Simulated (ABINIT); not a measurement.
# CsPbCl3 (Pm-3m): a self-consistent loop beyond G0W0, cycle by cycle, part 3 of 3

How far does self-consistency move the gap of CsPbCl3 (Pm-3m)?

ABINIT 10.8.3; PBEsol and many-body steps on it, plane waves. Known limits of the many-body steps: not at the basis limit; no spin-orbit coupling; coarse k mesh.

So far. Step 10 (evGW, cycle 1): Against G0W0 in ABINIT (2×2×2 mesh, 142 bands, screening to 106.1 eV, Godby-Needs plasmon pole), the gap moves by +0.574 eV. Step 13 (evGW, cycle 2): Against the cycle before, the gap moves by +0.050 eV.

**15. Screening, 2×2×2 mesh, 142 bands, screening to 106.1 eV**

This step: RPA screening on PBEsol from quasiparticle energies, plane waves, norm-conserving pseudopotentials.

run.abi

```
acell 3*1.0 Angstrom
rprim 
  5.605000000000 0.000000000000 0.000000000000
  0.000000000000 5.605000000000 0.000000000000
  0.000000000000 0.000000000000 5.605000000000
ntypat 3
znucl 55 82 17
natom 5
typat 1 2 3 3 3
xred 
  0.000000000000 0.000000000000 0.000000000000
  0.500000000000 0.500000000000 0.500000000000
  0.500000000000 0.500000000000 0.000000000000
  0.000000000000 0.500000000000 0.500000000000
  0.500000000000 0.000000000000 0.500000000000
pp_dirpath "pseudos"
pseudos "Cs.upf, Pb.upf, Cl.upf"
ecut 32
ngkpt 2 2 2
nshiftk 1
shiftk 0 0 0
kptopt 1
chksymbreak 0
istwfk *1
occopt 1
irdwfk 1
optdriver 3
nband 142
ecuteps 3.9
inclvkb 2
awtr 1
symchi 1
irdqps 1
gwcalctyp 10
nqptdm 3
qptdm 
  0.5000000000 0.0000000000 0.0000000000
  0.5000000000 0.5000000000 0.0000000000
  0.5000000000 0.5000000000 0.5000000000
indata_prefix "in"
outdata_prefix "out"
tmpdata_prefix "tmp"
```

mrgscr.stdin

```
2
merged
q0_SCR
out_SCR
1
```

Command:

```sh
> OMP_NUM_THREADS=1 mpirun -n 8 abinit run.abi > log; mrgscr < mrgscr.stdin
```

Numbers of over 12 decimals in the logs are rounded to 6 here.

Log:

```text
.Version 10.8.3 of ABINIT. v10.8.2 released Aug 2026.

 Symmetries : space group Pm -3 m (#221); Bravais cP (primitive cubic)
[... echo of the input left out ...]
== DATASET  1 ==================================================================
-   mpi_nproc: 8, omp_nthreads: 1 (-1 if OMP is not activated)

--- !DatasetInfo
iteration_state: {dtset: 1, }
dimensions: {natom: 5, nkpt: 4, mband: 142, nsppol: 1, nspinor: 1, nspden: 1, mpw: 10280, }
cutoff_energies: {ecut:  32.0, pawecutdg:  -1.0, }
[...]
q-point number  1        q = ( 0.500000, 0.000000, 0.000000) [r.l.u.]
--------------------------------------------------------------------------------
[... chi0 elements left out ...]
  Average fulfillment of the sum rule on Im[epsilon] for q-point    2 :     75.05  [%]

--------------------------------------------------------------------------------
  q-point number  2        q = ( 0.500000, 0.500000, 0.000000) [r.l.u.]
--------------------------------------------------------------------------------
[... chi0 elements left out ...]
  Average fulfillment of the sum rule on Im[epsilon] for q-point    3 :     72.30  [%]

 [... 1 further q-points ...]
```

Elapsed: 12 s, on 8 MPI ranks of Arm Neoverse V2, shared host; peak memory 2.3 GiB.

This step gave:

```yaml
plasma_frequency: 20.18 eV
plane_waves_in_the_screening_matrix: 461
```

This screening reads the quasiparticle levels of the cycle before.

**16. evGW, cycle 3**

This step: evGW on PBEsol, plane waves, norm-conserving pseudopotentials.

Edit run.abi of step 15 so:

```diff
@@ -26,12 +26,10 @@
 irdwfk 1
-optdriver 3
+optdriver 4
 nband 142
-ecuteps 3.9
-inclvkb 2
-awtr 1
-symchi 1
-irdqps 1
 gwcalctyp 10
-nqptdm 3
-qptdm 
+ecutsigx 32
+symsigma 1
+nkptgw 4
+kptgw 
+  0.0000000000 0.0000000000 0.0000000000
   0.5000000000 0.0000000000 0.0000000000
@@ -39,2 +37,11 @@
   0.5000000000 0.5000000000 0.5000000000
+bdgw 
+  14 59
+  14 59
+  14 59
+  14 59
+ecuteps 3.9
+irdscr 1
+ppmodel 1
+irdqps 1
 indata_prefix "in"
```

Command:

```sh
> OMP_NUM_THREADS=1 mpirun -n 8 abinit run.abi > log
```

Log:

```text
.Version 10.8.3 of ABINIT. v10.8.2 released Aug 2026.

 Symmetries : space group Pm -3 m (#221); Bravais cP (primitive cubic)
[... echo of the input left out ...]
== DATASET  1 ==================================================================
-   mpi_nproc: 8, omp_nthreads: 1 (-1 if OMP is not activated)

--- !DatasetInfo
iteration_state: {dtset: 1, }
dimensions: {natom: 5, nkpt: 4, mband: 142, nsppol: 1, nspinor: 1, nspden: 1, mpw: 10280, }
cutoff_energies: {ecut:  32.0, pawecutdg:  -1.0, }
[...]
.  kptgw no:  2; Maximum DeltaE = (   0.005   0.000) for band index: 42
.  kptgw no:  3; Maximum DeltaE = (  -0.453   0.002) for band index:  9
.  kptgw no:  4; Maximum DeltaE = (   0.001   0.002) for band index:  1

== END DATASET(S) ==============================================================
================================================================================

 -outvars: echo values of variables after computation  --------
           etotal      0.0000000000E+00
            nband         142
             nkpt           4
          spgroup         221
 [... the other variables as echoed above ...]

 Calculation completed.
```

Wall time 2.7 min (8 MPI ranks); peak memory 6.6 GiB.

Numbers from this step:

- quasiparticle gap on the mesh: 3.807 eV
- gap of the density functional on the mesh: 1.798 eV
- k of the valence top: 0.5, 0.5, 0.5
- k of the conduction bottom: 0.5, 0.5, 0.5
- least direct quasiparticle gap on the computed points: 3.807 eV

Against the cycle before, the gap moves by +0.006 eV.

**17. Side by side**

Times are wall times on 8 MPI ranks of Arm Neoverse V2, shared host, good to a factor of about two. A run's time includes the screening step that it read.

```csv
run,mesh,bands,screening cutoff (eV),DFT gap (eV),gap on the mesh (eV),direct (eV),ε∞ used,time
G0W0,2×2×2,142,106.1,1.798,3.177,3.177,8.02,42 s
"evGW0, cycle 1",2×2×2,142,106.1,1.798,3.491,3.491,8.02,3.1 min
"evGW0, cycle 2",2×2×2,142,106.1,1.798,3.372,3.372,8.02,3.2 min
"evGW0, cycle 3",2×2×2,142,106.1,1.798,3.379,3.379,8.02,3.2 min
"evGW, cycle 1",2×2×2,142,106.1,1.798,3.751,3.751,5.63,3.2 min
"evGW, cycle 2",2×2×2,142,106.1,1.798,3.801,3.801,5.31,3.2 min
"evGW, cycle 3",2×2×2,142,106.1,1.798,3.807,3.807,5.27,3.2 min
```

**18. Summary of results**

```
G0W0           : 3.177 eV
evGW0, cycle 1 : 3.491 eV
evGW0, cycle 2 : 3.372 eV
evGW0, cycle 3 : 3.379 eV
evGW, cycle 1  : 3.751 eV
evGW, cycle 2  : 3.801 eV
evGW, cycle 3  : 3.807 eV
known limits   : not at the basis limit; no spin-orbit coupling; coarse k mesh
```

Only the bands that the input lists are updated; the others, empty or deep, keep the functional's energies or take a rigid shift. The evGW loop starts from the last levels of evGW0, so its cycles and time come on top of those. evGW0 ends at 3.38 eV, +0.20 eV from G0W0, after 3 cycles that took 8 min beside the first screening; the last moved the gap by 0.007 eV. evGW ends at 3.81 eV, +0.63 eV from G0W0, after 3 cycles that took 9.6 min beside the first screening; the last moved the gap by 0.006 eV. The first cycle of evGW0 takes the full correction, without the factor Z, so it overshoots the one-shot value. Bands and cutoff are finite, so the gap is not at the basis limit. The miss can reach some tenths of an eV and take either sign; the mesh is an error of its own. The 2×2×2 mesh is coarse for this cell, which bears on the long-range parts of exchange and screening. Where an edge is built on 6p states of lead, bismuth or thallium, scalar-relativistic gaps usually stand too wide, by a few tenths to over one eV. This is the ideal cubic cell; many perovskites, halides above all, are cubic only on average, and local tilts or off-centring can widen the gap. In the updated screening the q = 0 part is built from Kohn-Sham bands under a rigid shift, the other q from the quasiparticle levels. The many-body steps are scalar-relativistic: spin-orbit coupling is not in them.

[Paths, hosts, dates, memory and timing lines, banners, echoed tables and standing remarks are left out of the program output.]

[Logs are printed without paths, hosts, clocks, repeated set-up lines and the standing remarks that a program may print on its own settings, such as how far it seeks lower states.]

[Runs of the session that timed out or met a known fault of the program may be left out.]

[Hosts, paths, dates, database ids (printed as entryN), source tags and the programs' standing remarks are cut or masked in the printed files.]

[G0W0 gaps are taken among the corrected bands and points alone; a level outside them can change the order at an edge.]

[Where Ansatz stands beside ABINIT at settings called matched, ABINIT's density can come from a denser mesh and the files from another edition; pairs whose starting gaps differed by over 0.03 eV were left out, so agreement reads better than it is.]
